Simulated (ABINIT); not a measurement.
**RbCaH3 (Pm-3m): G0W0 in ABINIT against the bands in the self-energy**

How does the gap of RbCaH3 (Pm-3m) converge in the bands in the self-energy?

Calculated with ABINIT 10.8.3; LDA and many-body steps on it, plane waves.

## (1) Set-up

It takes space group Pm-3m (No. 221, cubic). Conventional cell: a = 4.547 Å, b = 4.547 Å, c = 4.547 Å, α = 90.00°, β = 90.00°, γ = 90.00°. Nearest to Rb lie 12 H at 3.22 Å. Ca has 6 H at 2.27 Å nearest. Nearest to H lie 2 Ca at 2.27 Å and 8 H at 3.22 Å and 4 Rb at 3.22 Å. Farther neighbours are not listed.

The cell and positions come from the Crystallography Open Database and are kept as given unless a step says otherwise.

## (2) Screening, 2×2×2 mesh, 163 bands, screening to 176.9 eV

This step: ABINIT 10.8.3; RPA screening on LDA, plane waves, norm-conserving pseudopotentials.

The RPA dielectric matrix is built and inverted for each q.

File run.abi:

```
acell 3*1.0 Angstrom
rprim 
  4.547000000000 0.000000000000 0.000000000000
  0.000000000000 4.547000000000 0.000000000000
  0.000000000000 0.000000000000 4.547000000000
ntypat 3
znucl 37 20 1
natom 5
typat 1 2 3 3 3
xred 
  0.000000000000 0.000000000000 0.000000000000
  0.500000000000 0.500000000000 0.500000000000
  0.000000000000 0.500000000000 0.500000000000
  0.500000000000 0.000000000000 0.500000000000
  0.500000000000 0.500000000000 0.000000000000
pp_dirpath "pseudos"
pseudos "Rb.upf, Ca.upf, H.upf"
ecut 31
ngkpt 2 2 2
nshiftk 1
shiftk 0 0 0
kptopt 1
chksymbreak 0
istwfk *1
occopt 1
irdwfk 1
optdriver 3
nband 163
ecuteps 6.5
inclvkb 2
awtr 1
symchi 1
indata_prefix "in"
outdata_prefix "out"
tmpdata_prefix "tmp"
```

Started as:

```sh
$ OMP_NUM_THREADS=1 mpirun -n 4 abinit run.abi > log
```

The program printed:

```text
.Version 10.8.3 of ABINIT. v10.8.2 released Aug 2026.

 Symmetries : space group Pm -3 m (#221); Bravais cP (primitive cubic)
[... echo of the input left out ...]
== DATASET  1 ==================================================================
-   mpi_nproc: 4, omp_nthreads: 1 (-1 if OMP is not activated)

--- !DatasetInfo
iteration_state: {dtset: 1, }
dimensions: {natom: 5, nkpt: 4, mband: 163, nsppol: 1, nspinor: 1, nspden: 1, mpw: 5248, }
cutoff_energies: {ecut:  31.0, pawecutdg:  -1.0, }
electrons: {nelect:   2.20000000E+01, charge:   0.00000000E+00, occopt:   1.00000000E+00, tsmear:   1.00000000E-02, }

 SCREENING: Calculation of the susceptibility and dielectric matrices

 Based on a program developped by R.W. Godby, V. Olevano, G. Onida, and L. Reining.
 Incorporated in ABINIT by V. Olevano, G.-M. Rignanese, and M. Torrent.
.Using double precision arithmetic ; gwpc =  8

[... cell and pseudopotentials left out ...]
--------------------------------------------------------------------------------

 ==== K-mesh for the wavefunctions ====
 Number of points in the irreducible wedge :     4
[... list of points left out ...]
 Together with 48 symmetry operations and time-reversal symmetry
 yields     8 points in the full Brillouin Zone.

 ==== Q-mesh for the screening function ====
 Number of points in the irreducible wedge :     4
[... list of points left out ...]
 Together with 48 symmetry operations and time-reversal symmetry
 yields     8 points in the full Brillouin Zone.

 setmesh: FFT mesh size selected  =    32x   32x   32
          total number of points  =        32768

 vcoul_init : cutoff-mode = AUXILIARY_FUNCTION
 q-points for optical limit:   1
     1)      0.000010    0.000020    0.000030

- screening: taking advantage of time-reversal symmetry
- Maximum band index for partially occupied states nbvw = 11
- Remaining bands to be divided among processors   nbcw = 152
- Number of bands treated by each node ~38

 Number of electrons calculated from density =   22.0000; Expected =   22.0000
 average of density, n =  0.034678
 r_s =    1.9023
 omega_plasma =   17.9631 [eV]

 calculating chi0 at frequencies [eV] :
  1    0.000000E+00    0.000000E+00
  2    0.000000E+00    1.796310E+01

--------------------------------------------------------------------------------
  q-point number  1        q = ( 0.000000, 0.000000, 0.000000) [r.l.u.]
--------------------------------------------------------------------------------
[... chi0 elements left out ...]
 For q-point:  0.000010 0.000020 0.000030
  dielectric constant =   3.8087
  dielectric constant without local fields =   4.2920

  Average fulfillment of the sum rule on Im[epsilon] for q-point    1 :     79.25  [%]
[... wings left out ...]
  q-point number  2        q = ( 0.500000, 0.000000, 0.000000) [r.l.u.]
--------------------------------------------------------------------------------
[... chi0 elements left out ...]
  Average fulfillment of the sum rule on Im[epsilon] for q-point    2 :     82.98  [%]

 [... 2 further q-points ...]
```

Run time: 15 s. Hardware: 4 MPI ranks of Arm Neoverse V1, shared host; peak memory 0.92 GiB.

Numbers from this step:

* ε∞ with local fields, on this mesh, along the program's q direction: 3.809
* the same without local fields: 4.292
* plasma frequency: 17.96 eV
* plane waves in the screening matrix: 485

Local fields lower ε∞ by 11 %. On a Γ-centred mesh this coarse the value itself is usually too large, while a short band sum pulls it down.

## (3) 19 bands

This step: G0W0 on LDA, plane waves, norm-conserving pseudopotentials.

Changes to run.abi since step 2:

```diff
@@ -26,8 +26,17 @@
 irdwfk 1
-optdriver 3
-nband 163
+optdriver 4
+nband 19
+gwcalctyp 0
+ecutsigx 31
+symsigma 1
+nkptgw 2
+kptgw 
+  0.5000000000 0.5000000000 0.0000000000
+  0.0000000000 0.0000000000 0.0000000000
+bdgw 
+  10 14
+  10 14
 ecuteps 6.5
-inclvkb 2
-awtr 1
-symchi 1
+irdscr 1
+ppmodel 1
 indata_prefix "in"
```

The program printed:

```text
.Version 10.8.3 of ABINIT. v10.8.2 released Aug 2026.

 Symmetries : space group Pm -3 m (#221); Bravais cP (primitive cubic)
[... echo of the input left out ...]
== DATASET  1 ==================================================================
-   mpi_nproc: 4, omp_nthreads: 1 (-1 if OMP is not activated)

--- !DatasetInfo
iteration_state: {dtset: 1, }
dimensions: {natom: 5, nkpt: 4, mband: 19, nsppol: 1, nspinor: 1, nspden: 1, mpw: 5248, }
cutoff_energies: {ecut:  31.0, pawecutdg:  -1.0, }
electrons: {nelect:   2.20000000E+01, charge:   0.00000000E+00, occopt:   1.00000000E+00, tsmear:   1.00000000E-02, }

 SIGMA: Calculation of the GW corrections

 Based on a program developped by R.W. Godby, V. Olevano, G. Onida, and L. Reining.
 Incorporated in ABINIT by V. Olevano, G.-M. Rignanese, and M. Torrent.
.Using double precision arithmetic ; gwpc =  8

[... cell and pseudopotentials left out ...]
--------------------------------------------------------------------------------

 ==== K-mesh for the wavefunctions ====
 Number of points in the irreducible wedge :     4
[... list of points left out ...]
 Together with 48 symmetry operations and time-reversal symmetry
 yields     8 points in the full Brillouin Zone.

 ==== Q-mesh for screening function ====
 Number of points in the irreducible wedge :     4
[... list of points left out ...]
 Together with 48 symmetry operations and time-reversal symmetry
 yields     8 points in the full Brillouin Zone.

 vcoul_init : cutoff-mode = AUXILIARY_FUNCTION
 q-points for optical limit:   1
     1)      0.000010    0.000020    0.000030
 setmesh: FFT mesh size selected  =    45x   45x   45
          total number of points  =        91125

 Number of electrons calculated from density =   22.0000; Expected =   22.0000
 average of density, n =  0.034678
 r_s =    1.9023
 omega_plasma =   17.9631 [eV]

 === KS Band Gaps ===
  >>>> For spin  1
   Minimum direct gap =   2.9320 [eV], located at k-point      :   0.5000  0.5000  0.0000
   Fundamental gap    =   2.9320 [eV], Top of valence bands at :   0.5000  0.5000  0.0000
                                       Bottom of conduction at :   0.5000  0.5000  0.0000
 SIGMA fundamental parameters:
 PLASMON POLE MODEL  1
 number of plane-waves for SigmaX                 5185
 number of plane-waves for SigmaC and W            485
 number of plane-waves for wavefunctions          5185
 number of bands                                    19
 number of independent spin polarizations            1
 number of spinorial components                      1
 number of k-points in IBZ                           4
 number of q-points in IBZ                           4
 number of symmetry operations                      48
 number of k-points in BZ                            8
 number of q-points in BZ                            8
 number of frequencies for dSigma/dE                 9
 frequency step for dSigma/dE [eV]                0.25
 number of omega for Sigma on real axis              0
 max omega for Sigma on real axis  [eV]           0.00
 zcut for avoiding poles [eV]                     0.10

 EPSILON^-1 parameters (SCR file):
 dimension of the eps^-1 matrix on file            485
 dimension of the eps^-1 matrix used               485
 number of plane-waves for wavefunctions          5185
 number of bands                                   163
 number of q-points in IBZ                           4
 number of frequencies                               2
 number of real frequencies                          1
 number of imag frequencies                          1

 matrix elements of self-energy operator (all in [eV])

 Perturbative Calculation

--- !SelfEnergy_ee
iteration_state: {dtset: 1, }
kpoint     : [   0.500,    0.500,    0.000, ]
spin       : 1
KS_gap     :    2.932
QP_gap     :    5.273
Delta_QP_KS:    2.341
data: !SigmaeeData |
     Band     E0 <VxcDFT>   SigX SigC(E0)      Z dSigC/dE  Sig(E)    E-E0       E
       10  -0.178 -10.559 -14.030   3.262   0.798  -0.254 -10.726  -0.167  -0.344
       11  -0.178 -10.559 -14.030   3.262   0.798  -0.254 -10.726  -0.167  -0.344
       12   2.754  -8.603  -3.729  -2.286   0.840  -0.190  -6.428   2.175   4.929
       13   4.654 -11.039  -4.859  -2.489   0.826  -0.210  -7.989   3.049   7.704
       14   4.654 -11.039  -4.859  -2.489   0.826  -0.210  -7.989   3.049   7.704

--- !SelfEnergy_ee
iteration_state: {dtset: 1, }
kpoint     : [   0.000,    0.000,    0.000, ]
spin       : 1
KS_gap     :    6.262
QP_gap     :    9.868
Delta_QP_KS:    3.606
data: !SigmaeeData |
     Band     E0 <VxcDFT>   SigX SigC(E0)      Z dSigC/dE  Sig(E)    E-E0       E
       10  -0.543 -10.628 -13.684   3.028   0.791  -0.264 -10.650  -0.023  -0.566
       11  -0.543 -10.628 -13.684   3.028   0.791  -0.264 -10.650  -0.023  -0.566
       12   5.719 -13.158  -5.920  -2.789   0.805  -0.242  -9.574   3.583   9.302
       13   5.719 -13.158  -5.920  -2.789   0.805  -0.242  -9.574   3.583   9.302
       14   5.719 -13.158  -5.920  -2.789   0.805  -0.242  -9.574   3.583   9.302

== END DATASET(S) ==============================================================
================================================================================

 -outvars: echo values of variables after computation  --------
           etotal      0.0000000000E+00
            nband          19
             nkpt           4
          spgroup         221
 [... the other variables as echoed above ...]

 Calculation completed.
```

Wall time 6.2 s (4 MPI ranks); peak memory 0.8 GiB; 25 s of CPU time.

Numbers from this step:

| Item | Value |
| --- | --- |
| G0W0 gap on the points computed | 5.273 eV |
| starting gap on the mesh | 2.932 eV |
| k of the valence top | 0.5, 0.5, 0 |
| k of the conduction bottom | 0.5, 0.5, 0 |
| Z at the valence top | 0.798 |
| Z at the conduction bottom | 0.84 |
| least direct G0W0 gap on the computed points | 5.273 eV |

## (4) 24 bands

Changes to run.abi since step 3:

```diff
@@ -27,3 +27,3 @@
 optdriver 4
-nband 19
+nband 24
 gwcalctyp 0
```

The program printed:

```text
.Version 10.8.3 of ABINIT. v10.8.2 released Aug 2026.

 Symmetries : space group Pm -3 m (#221); Bravais cP (primitive cubic)
[... echo of the input left out ...]
== DATASET  1 ==================================================================
-   mpi_nproc: 4, omp_nthreads: 1 (-1 if OMP is not activated)

--- !DatasetInfo
iteration_state: {dtset: 1, }
dimensions: {natom: 5, nkpt: 4, mband: 24, nsppol: 1, nspinor: 1, nspden: 1, mpw: 5248, }
cutoff_energies: {ecut:  31.0, pawecutdg:  -1.0, }
electrons: {nelect:   2.20000000E+01, charge:   0.00000000E+00, occopt:   1.00000000E+00, tsmear:   1.00000000E-02, }

 SIGMA: Calculation of the GW corrections

 Based on a program developped by R.W. Godby, V. Olevano, G. Onida, and L. Reining.
 Incorporated in ABINIT by V. Olevano, G.-M. Rignanese, and M. Torrent.
.Using double precision arithmetic ; gwpc =  8

[... cell and pseudopotentials left out ...]
--------------------------------------------------------------------------------

 ==== K-mesh for the wavefunctions ====
 Number of points in the irreducible wedge :     4
[... list of points left out ...]
 Together with 48 symmetry operations and time-reversal symmetry
 yields     8 points in the full Brillouin Zone.

 ==== Q-mesh for screening function ====
 Number of points in the irreducible wedge :     4
[... list of points left out ...]
 Together with 48 symmetry operations and time-reversal symmetry
 yields     8 points in the full Brillouin Zone.

 vcoul_init : cutoff-mode = AUXILIARY_FUNCTION
 q-points for optical limit:   1
     1)      0.000010    0.000020    0.000030
 setmesh: FFT mesh size selected  =    45x   45x   45
          total number of points  =        91125

 Number of electrons calculated from density =   22.0000; Expected =   22.0000
[...]
number of omega for Sigma on real axis              0
 max omega for Sigma on real axis  [eV]           0.00
 zcut for avoiding poles [eV]                     0.10

 EPSILON^-1 parameters (SCR file):
 dimension of the eps^-1 matrix on file            485
 dimension of the eps^-1 matrix used               485
 number of plane-waves for wavefunctions          5185
 number of bands                                   163
 number of q-points in IBZ                           4
 number of frequencies                               2
 number of real frequencies                          1
 number of imag frequencies                          1

 matrix elements of self-energy operator (all in [eV])

 Perturbative Calculation

--- !SelfEnergy_ee
iteration_state: {dtset: 1, }
kpoint     : [   0.500,    0.500,    0.000, ]
spin       : 1
KS_gap     :    2.932
QP_gap     :    5.237
Delta_QP_KS:    2.305
data: !SigmaeeData |
     Band     E0 <VxcDFT>   SigX SigC(E0)      Z dSigC/dE  Sig(E)    E-E0       E
       10  -0.178 -10.559 -14.030   3.034   0.793  -0.261 -10.906  -0.346  -0.524
       11  -0.178 -10.559 -14.030   3.034   0.793  -0.261 -10.906  -0.346  -0.524
       12   2.754  -8.603  -3.729  -2.526   0.834  -0.199  -6.645   1.958   4.713
[...]
--- !SelfEnergy_ee
iteration_state: {dtset: 1, }
kpoint     : [   0.000,    0.000,    0.000, ]
spin       : 1
KS_gap     :    6.262
QP_gap     :    9.577
Delta_QP_KS:    3.315
data: !SigmaeeData |
     Band     E0 <VxcDFT>   SigX SigC(E0)      Z dSigC/dE  Sig(E)    E-E0       E
[...]
13   5.719 -13.158  -5.920  -3.274   0.792  -0.263 -10.020   3.138   8.857
       14   5.719 -13.158  -5.920  -3.274   0.792  -0.263 -10.020   3.138   8.857

== END DATASET(S) ==============================================================
================================================================================

 -outvars: echo values of variables after computation  --------
           etotal      0.0000000000E+00
            nband          24
             nkpt           4
          spgroup         221
 [... the other variables as echoed above ...]

 Calculation completed.
```

Elapsed: 6.7 s, on 4 MPI ranks; peak memory 0.8 GiB.

Numbers from this step:

```
G0W0 gap on the points computed              : 5.237 eV
starting gap on the mesh                     : 2.932 eV
k of the valence top                         : 0.5, 0.5, 0
k of the conduction bottom                   : 0.5, 0.5, 0
Z at the valence top                         : 0.793
Z at the conduction bottom                   : 0.834
least direct G0W0 gap on the computed points : 5.237 eV
```

(Part 1 of 2 ends here.)

[Paths, hosts, dates, memory and timing lines, banners, echoed tables and standing remarks are left out of the program output.]

[Logs are printed without paths, hosts, clocks, repeated set-up lines and the standing remarks that a program may print on its own settings, such as how far it seeks lower states.]

[Runs of the session that timed out or met a known fault of the program may be left out.]

[No measured gap is set beside runs whose start may be inverted or whose files or cutoffs have a known fault.]

[Hosts, paths, dates, database ids (printed as entryN), source tags and the programs' standing remarks are cut or masked in the printed files.]

[G0W0 gaps are taken among the corrected bands and points alone; a level outside them can change the order at an edge.]

[Where Ansatz stands beside ABINIT at settings called matched, ABINIT's density can come from a denser mesh and the files from another edition; pairs whose starting gaps differed by over 0.03 eV were left out, so agreement reads better than it is.]
